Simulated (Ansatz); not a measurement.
## How Cr(100) screens a field

Aim: image plane and induced charge of Cr(100).

Main program and level: Ansatz 0.2.0; plane-wave DFT, LDA, Ansatz PAW.

The raw output is cut from this account; settings, times and results stay.

### Step 1. The structure

The cell holds 7 atoms: 7 Cr. Cell: a = 2.880 Å, b = 2.880 Å, c = 26.640 Å, α = 90.0°, β = 90.0°, γ = 90.0°. Vacuum lies along c.

Structure file:

```cif
data_structure
_symmetry_space_group_name_H-M 'P 1'
_symmetry_Int_Tables_number 1
_cell_length_a 2.8800
_cell_length_b 2.8800
_cell_length_c 26.6400
_cell_angle_alpha 90.000
_cell_angle_beta 90.000
_cell_angle_gamma 90.000
_cell_volume 220.96
loop_
_atom_site_label
_atom_site_type_symbol
_atom_site_fract_x
_atom_site_fract_y
_atom_site_fract_z
_atom_site_occupancy
Cr1 Cr 0.00000 0.00000 0.33784 1
Cr2 Cr 0.50000 0.50000 0.39189 1
Cr3 Cr 0.00000 0.00000 0.44595 1
Cr4 Cr 0.50000 0.50000 0.50000 1
Cr5 Cr 0.00000 0.00000 0.55405 1
Cr6 Cr 0.50000 0.50000 0.60811 1
Cr7 Cr 0.00000 0.00000 0.66216 1
```

### Step 2. Atoms held, field 0

A sawtooth potential applies the field, turning back in the middle of the vacuum. With the dipole correction the typed value is the field outside the slab. The induced dipole is small, so the SCF threshold is tight.

Contents of input.yaml:

```yaml
crystal:
  lattice:
    - [2.88, 0.0, 0.0]
    - [0.0, 2.88, 0.0]
    - [0.0, 0.0, 26.64]
  atoms:
    - { symbol: Cr, position: [0.0, 0.0, 0.3378378378], spin: 2.0 }
    - { symbol: Cr, position: [0.5, 0.5, 0.3918918919], spin: -2.0 }
    - { symbol: Cr, position: [0.0, 0.0, 0.4459459459], spin: 2.0 }
    - { symbol: Cr, position: [0.5, 0.5, 0.5], spin: -2.0 }
    - { symbol: Cr, position: [0.0, 0.0, 0.5540540541], spin: 2.0 }
    - { symbol: Cr, position: [0.5, 0.5, 0.6081081081], spin: -2.0 }
    - { symbol: Cr, position: [0.0, 0.0, 0.6621621622], spin: 2.0 }
magnetization:
  spin_polarized: true
kpoints:
  mp_grid: { grid: [18, 18, 1] }
hamiltonian:
  xc: lda
scf:
  occupations: { method: fermi_dirac, width: 0.1 }
  convergence: { dr2_threshold: 1.0e-10 }
efield:
  axis: 3
  dipole_correction: true
  ramp_position: 0.97
  ramp_width: 0.06
  amplitude: 0
output:
  forces: true
  write_potential: true
  write_density: true
  volumetric_format: npy
```

The run is started by

```bash
$ ansatz run input.yaml --threads 4 --pin off --max-ram 6144MiB --backend cpu --events-out ev --progress --plain --runs-dir out
```

Elapsed: 2.4 min, on 4 threads of Arm Neoverse V1, shared host; peak memory 1.5 GiB; 9.1 min of CPU time.

Read from the output:

| Quantity | Value |
| --- | --- |
| energy at zero smearing | -23256.5849 eV |
| total moment | -3.892 μB |
| site moments | -2.338, 1.116, -0.7634, 0.7372, -0.7634, 1.116, -2.338 μB |
| work function, upper face | 4.018 eV |
| dipole along the normal | 2.43e-8 e·Å |

Running mean over 1.44 Å of the planar mean; the ramp of the sawtooth is left out. Electron's electrostatic potential energy less the Fermi level against z:

| z (Å) | electron's electrostatic potential energy less the Fermi level (eV) |
| --- | --- |
| 4 | 4.02 |
| 5 | 4.01 |
| 6 | 3.96 |
| 7 | 3.44 |
| 8 | -1.09 |
| 9 | -8.76 |
| 10 | -9.61 |
| 11 | -9.67 |
| 12 | -9.60 |
| 13 | -9.57 |
| 14 | -9.58 |
| 15 | -9.63 |
| 16 | -9.67 |
| 17 | -9.53 |
| 18 | -6.78 |
| 19 | 1.57 |
| 20 | 3.76 |
| 21 | 3.99 |
| 22 | 4.02 |
| 23 | 4.02 |

Site moment by atom:

| atom | site moment (μB) |
| --- | --- |
| Cr1 | -2.34 |
| Cr2 | 1.12 |
| Cr3 | -0.76 |
| Cr4 | 0.74 |
| Cr5 | -0.76 |
| Cr6 | 1.12 |
| Cr7 | -2.34 |

Force by atom:

| atom | x (eV/Å) | y (eV/Å) | z (eV/Å) | size |
| --- | --- | --- | --- | --- |
| Cr1 | 0.00 | 0.00 | 1.47 | 1.47 |
| Cr2 | 0.00 | 0.00 | -0.45 | 0.45 |
| Cr3 | 0.00 | 0.00 | 0.14 | 0.14 |
| Cr4 | 0.00 | 0.00 | 0.00 | 0.00 |
| Cr5 | 0.00 | 0.00 | -0.14 | 0.14 |
| Cr6 | 0.00 | 0.00 | 0.45 | 0.45 |
| Cr7 | 0.00 | 0.00 | -1.47 | 1.47 |

The work function of the upper face is 4.02 eV.

### Step 3. Atoms held, field 0.05 V/Å

Edit input.yaml of step 2 so:

```diff
@@ -27,3 +27,3 @@
   ramp_width: 0.06
-  amplitude: 0
+  amplitude: 0.05
 output:
```

Elapsed: 2.9 min, on 4 threads; peak memory 1.5 GiB.

The dipole is 0.0285 e·Å.

### Step 4. Atoms held, field -0.05 V/Å

Edit input.yaml of step 3 so:

```diff
@@ -27,3 +27,3 @@
   ramp_width: 0.06
-  amplitude: 0.05
+  amplitude: -0.05
 output:
```

Wall time 2.8 min (4 threads); peak memory 1.4 GiB; 11 min of CPU time.

The dipole is -0.0285 e·Å.

### Step 5. Atoms held, field 0.1 V/Å

Edit input.yaml of step 4 so:

```diff
@@ -27,3 +27,3 @@
   ramp_width: 0.06
-  amplitude: -0.05
+  amplitude: 0.1
 output:
```

It took 2.8 min on 4 threads; peak memory 1.4 GiB; 11 min of CPU time.

The dipole is 0.0570 e·Å.

### Step 6. Atoms held, field -0.1 V/Å

Edit input.yaml of step 5 so:

```diff
@@ -27,3 +27,3 @@
   ramp_width: 0.06
-  amplitude: 0.1
+  amplitude: -0.1
 output:
```

Run time: 2.2 min. Hardware: 4 threads; peak memory 1.4 GiB.

The dipole is -0.0570 e·Å.

### Step 7. Single point, field 0.2 V/Å

Edit input.yaml of step 6 so:

```diff
@@ -27,3 +27,3 @@
   ramp_width: 0.06
-  amplitude: -0.1
+  amplitude: 0.2
 output:
```

Run time: 2.9 min. Hardware: 4 threads; peak memory 1.4 GiB.

The dipole is 0.114 e·Å.

### Step 8. Single point, field -0.2 V/Å

Edit input.yaml of step 7 so:

```diff
@@ -27,3 +27,3 @@
   ramp_width: 0.06
-  amplitude: 0.2
+  amplitude: -0.2
 output:
```

Run time: 2.8 min. Hardware: 4 threads; peak memory 1.4 GiB; 11 min of CPU time.

The dipole is -0.114 e·Å.

### Step 9. Atoms held, field 0.4 V/Å

Edit input.yaml of step 8 so:

```diff
@@ -27,3 +27,3 @@
   ramp_width: 0.06
-  amplitude: -0.2
+  amplitude: 0.4
 output:
@@ -33 +33,2 @@
   volumetric_format: npy
+  elf: true
```

Elapsed: 2.9 min, on 4 threads; peak memory 1.4 GiB.

Running mean over 1.44 Å of the planar mean, with the applied field; the ramp of the sawtooth is left out. Electron's electrostatic potential energy less the Fermi level against z:

z (Å), electron's electrostatic potential energy less the Fermi level (eV) and a bar from the least value:
```
      3.5       2.62 ########################
      4.0       2.82 ########################
      4.5       3.01 #########################
      5.0       3.21 #########################
      5.5       3.38 ##########################
      6.0       3.52 ##########################
      6.5       3.56 ##########################
      7.0       3.31 #########################
      7.5       2.22 #######################
      8.0      -1.09 #################
      8.5      -5.65 ########
      9.0      -8.76 ##
      9.5      -9.48 
     10.0      -9.60 
     10.5      -9.65 
     11.0      -9.67 
     11.5      -9.64 
     12.0      -9.60 
     12.5      -9.58 
     13.0      -9.57 
     13.5      -9.57 
     14.0      -9.58 
     14.5      -9.60 
     15.0      -9.63 
     15.5      -9.67 
     16.0      -9.67 
     16.5      -9.62 
     17.0      -9.53 
     17.5      -9.13 #
     18.0      -6.79 ######
     18.5      -2.37 ##############
     19.0       1.61 ######################
     19.5       3.37 ##########################
     20.0       4.03 ###########################
     20.5       4.37 ############################
     21.0       4.61 ############################
     21.5       4.83 ############################
     22.0       5.03 #############################
     22.5       5.23 #############################
     23.0       5.43 ##############################
     23.5       5.63 ##############################
```

The dipole is 0.229 e·Å.

### Step 10. The response

This step: plane-wave DFT, LDA, Ansatz PAW; screening of a field by a metal slab (Ansatz 0.2.0).

The dipoles give the slope, and the difference of two potentials shows where the field is screened.

Numbers from this step:

```yaml
equivalent_conductor_thickness_p_eps_0ae: 12.44 Å
distance_between_the_outer_atoms: 8.640 Å
inner_field_over_outer_field: -4.05e-4
image_plane_upper_face: 1.903 Å
induced_electrons_on_the_upper_face_over_eps_0e: -0.9991
image_plane_lower_face: 1.903 Å
induced_electrons_on_the_lower_face_over_eps_0e: 0.9991
```

The dipole of the cell by applied field:

| applied field (V/Å) | dipole of the cell (e·Å) |
| --- | --- |
| -0.200 | -0.114 |
| -0.100 | -0.0570 |
| -0.050 | -0.0285 |
| 0.000 | 0 |
| 0.050 | 0.0285 |
| 0.100 | 0.0570 |
| 0.200 | 0.114 |
| 0.400 | 0.229 |

The total moment stays at -3.89 μB for applied field from -0.2 to 0.4 V/Å.

Local field over the applied field, running mean. From the potentials at -0.05 and 0.05 V/Å; running mean over 1.44 Å. Table of local field over applied field by z:

| z (Å) | local field over applied field |
| --- | --- |
| 4.5 | 0.992 |
| 5.0 | 0.981 |
| 5.5 | 0.955 |
| 6.0 | 0.900 |
| 6.5 | 0.796 |
| 7.0 | 0.620 |
| 7.5 | 0.378 |
| 8.0 | 0.136 |
| 8.5 | -0.00581 |
| 9.0 | -0.0333 |
| 9.5 | -0.00655 |
| 10.0 | 0.00601 |
| 10.5 | 0.00159 |
| 11.0 | -0.00400 |
| 11.5 | -0.00545 |
| 12.0 | -0.00337 |
| 12.5 | -0.00131 |
| 13.0 | -3.2e-4 |
| 13.5 | -2.6e-4 |
| 14.0 | -9.3e-4 |
| 14.5 | -0.00267 |
| 15.0 | -0.00506 |
| 15.5 | -0.00481 |
| 16.0 | -3.2e-4 |
| 16.5 | 0.00568 |
| 17.0 | -5.7e-4 |
| 17.5 | -0.0272 |
| 18.0 | -0.0238 |
| 18.5 | 0.0835 |
| 19.0 | 0.306 |
| 19.5 | 0.558 |
| 20.0 | 0.754 |
| 20.5 | 0.876 |
| 21.0 | 0.943 |
| 21.5 | 0.975 |
| 22.0 | 0.990 |

Electrons, planar mean, per unit field. Table of induced electron density by z:

| z (Å) | induced electron density (e/Å³ per V/Å) |
| --- | --- |
| 4.5 | 6.2e-5 |
| 5.0 | 1.5e-4 |
| 5.5 | 3.4e-4 |
| 6.0 | 7.3e-4 |
| 6.5 | 0.00142 |
| 7.0 | 0.00239 |
| 7.5 | 0.00328 |
| 8.0 | 0.00307 |
| 8.5 | 3.3e-4 |
| 9.0 | -6.8e-4 |
| 9.5 | -1.4e-4 |
| 10.0 | 6.4e-5 |
| 10.5 | 9.8e-5 |
| 11.0 | 5.2e-5 |
| 11.5 | -8.0e-5 |
| 12.0 | -2.1e-5 |
| 12.5 | 1.0e-5 |
| 13.0 | -2.2e-5 |
| 13.5 | 1.2e-5 |
| 14.0 | 4.4e-6 |
| 14.5 | 2.9e-5 |
| 15.0 | 7.1e-5 |
| 15.5 | -1.3e-5 |
| 16.0 | -1.4e-4 |
| 16.5 | -1.0e-4 |
| 17.0 | 3.5e-5 |
| 17.5 | 6.6e-4 |
| 18.0 | 3.7e-4 |
| 18.5 | -0.00259 |
| 19.0 | -0.00339 |
| 19.5 | -0.00268 |
| 20.0 | -0.00167 |
| 20.5 | -8.9e-4 |
| 21.0 | -4.3e-4 |
| 21.5 | -1.9e-4 |
| 22.0 | -8.0e-5 |

By hand: between -0.05 and 0.05 V/Å the dipole changes by 0.05702 e·Å, a slope of 0.5702 e·Å²/V. A perfect conductor of thickness t has p = ε₀AEt, so t = 180.95 × 0.5702 / 8.294 = 12.44 Å (e/ε₀ = 180.95 V·Å, A in Å²). Less the 8.64 Å between the outer atoms, and halved, that puts each image plane 1.90 Å out.

The induced dipole is that of a conductor 12.44 Å thick.

### Step 11. The same run with other settings: efield.ramp_width = 0.04

This step: plane-wave DFT, LDA, Ansatz PAW (Ansatz 0.2.0).

A run with a changed input: it repeats the earlier run at 0.05 V/Å with efield.ramp_width from 0.06 to 0.04.

Edit input.yaml of step 9 so:

```diff
@@ -26,4 +26,4 @@
   ramp_position: 0.97
-  ramp_width: 0.06
-  amplitude: 0.4
+  ramp_width: 0.04
+  amplitude: 0.05
 output:
@@ -33,2 +33 @@
   volumetric_format: npy
-  elf: true
```

It took 2.3 min on 4 threads; peak memory 1.4 GiB.

Numbers from this step:

| Quantity | Value |
| --- | --- |
| energy at zero smearing | -23256.5856 eV |
| total moment | -3.892 μB |
| site moments | -2.337, 1.115, -0.7634, 0.7372, -0.7635, 1.117, -2.338 μB |
| dipole along the normal | 0.02852 e·Å |

Force by atom:

(Unchanged from step 2.)

| quantity | this run | earlier run | difference |
| --- | --- | --- | --- |
| dipole along the normal (e·Å) | 0.02852 | 0.02851 | 6.1e-6 |
| total moment (μB) | -3.892 | -3.892 | -2.4e-6 |

Nothing in the table moves by 0.01 in its unit (for the dipole 0.5 % and 5e-5 e·Å). The run took 21 SCF cycles against 28.

### Step 12. Varying the input: efield.ramp_width = 0.15 and efield.amplitude = 0.1

Another changed input: it repeats the earlier run at 0.05 V/Å with efield.ramp_width from 0.06 to 0.15 and efield.amplitude from 0.05 to 0.1.

Edit input.yaml of step 11 so:

```diff
@@ -26,4 +26,4 @@
   ramp_position: 0.97
-  ramp_width: 0.04
-  amplitude: 0.05
+  ramp_width: 0.15
+  amplitude: 0.1
 output:
```

It took 2.7 min on 4 threads; peak memory 1.4 GiB; 11 min of CPU time.

Numbers from this step:

| Item | Value |
| --- | --- |
| energy at zero smearing | -23256.5877 eV |
| total moment | -3.891 μB |
| site moments | -2.337, 1.114, -0.7633, 0.7372, -0.7635, 1.117, -2.338 μB |
| dipole along the normal | 0.05701 e·Å |

Force by atom:

(Unchanged from step 2.)

| quantity | this run | earlier run | difference |
| --- | --- | --- | --- |
| dipole along the normal (e·Å) | 0.05701 | 0.02851 | 0.028 |
| total moment (μB) | -3.891 | -3.892 | 2.3e-4 |

The applied field differs between the two, so the dipoles differ in any case.

### Step 13. Summary of results

| Item | Value |
| --- | --- |
| work function | 4.02 eV |
| image plane, upper face | 1.90 Å |
| induced electrons on the upper face over ε₀E | -0.999 |
| equivalent conductor thickness p/(ε₀AE) | 12.4 Å |
| inner field over outer field | -4.1e-4 |

What this shows: The induced charge has its centre 1.90 Å outside the outermost atoms; this is the plane from which a capacitor's gap or an image potential counts. The equivalent conductor thickness exceeds the distance between the outer atoms by 3.80 Å, about the sum of the two image-plane distances. In the middle of the slab the field is screened to under 0.5 % of its outer value. The atoms are held at bulk positions with the tabulated experimental lattice constant. The magnetic order is the one reached from the typed start; other orders were not compared.

[Long decimals in the printed logs are rounded to 6 places.]

[Logs are printed without paths, hosts, clocks, repeated set-up lines and the standing remarks that a program may print on its own settings, such as how far it seeks lower states.]

[Hosts, paths, dates, database ids (printed as entryN), source tags and the programs' standing remarks are cut or masked in the printed files.]

[Maps of the electrostatic potential energy from Ansatz leave out the sawtooth potential of an applied field or a dipole correction, so their vacuum need not be flat; planar profiles and work functions include it.]
